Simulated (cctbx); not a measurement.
## CeTm4Ir2 across an absorption edge

Space group C2/c (no. 15), a = 15.9030 Å, b = 6.4690 Å, c = 7.3730 Å, α = 90.00°, β = 97.67°, γ = 90.00°.

| atom | mult. | x | y | z | Ueq (Å²) |
| --- | --- | --- | --- | --- | --- |
| Ir1 | 8 | 0.1105 | 0.2879 | 0.0792 | 0.0054 |
| Tm1 | 8 | 0.2192 | 0.5672 | 0.3250 | 0.0055 |
| Tm2 | 8 | 0.0892 | 0.1216 | 0.4214 | 0.0044 |
| Ce1 | 4 | 0 | 0.5757 | 1/4 | 0.0050 |

This is a model crystal, built by substitution and not relaxed, with assumed displacement parameters.

Calculated with cctbx: free-atom f′ and f″ from the Sasaki tables, no fine structure; amplitudes in electrons.

| E (eV) | F 3 1 1 | F 1 1 1 | F 0 0 2 | F 2 0 0 |
| --- | --- | --- | --- | --- |
| 5123 | 82.1 | 445.4 | 105.0 | 46.9 |
| 5473 | 76.9 | 448.1 | 112.1 | 39.7 |
| 5603 | 73.3 | 450.8 | 118.3 | 33.3 |
| 5663 | 70.2 | 453.4 | 124.2 | 27.2 |
| 5693 | 67.3 | 456.0 | 130.0 | 21.2 |
| 5708 | 64.5 | 458.7 | 135.9 | 15.2 |
| 5715 | 62.0 | 461.1 | 141.0 | 9.9 |
| 5719 | 59.5 | 463.6 | 146.4 | 4.6 |
| 5727 | 58.1 | 463.1 | 146.4 | 30.8 |
| 5731 | 61.5 | 459.7 | 139.0 | 31.8 |
| 5738 | 64.3 | 456.9 | 132.8 | 33.9 |
| 5753 | 67.2 | 453.9 | 126.2 | 37.0 |
| 5783 | 69.9 | 451.0 | 120.1 | 40.7 |
| 5873 | 73.1 | 447.2 | 112.1 | 46.0 |
| 6123 | 72.3 | 446.3 | 111.8 | 45.4 |

**Question.** Which edge is crossed, and why do the reflections move as they do?

The L3 edge of Ce. The edge is at 5723 eV. f′ of Ce falls from -11.8 e at 5603 eV to -19.2 e at 4 eV below it, and f″ steps from 3.52 to 10.71 e across it. Over that approach |F| changes by -19 % (3 1 1), +3 % (1 1 1), +24 % (0 0 2) and -86 % (2 0 0): a reflection falls where Ce scatters in phase with the total and rises where it scatters against it; it hardly moves where the Ce term is small or cancels by symmetry. Above the edge the larger f″ enters the imaginary part, where it can add to or cancel the other atoms' f″. The structure is centrosymmetric, so Friedel mates stay equal.
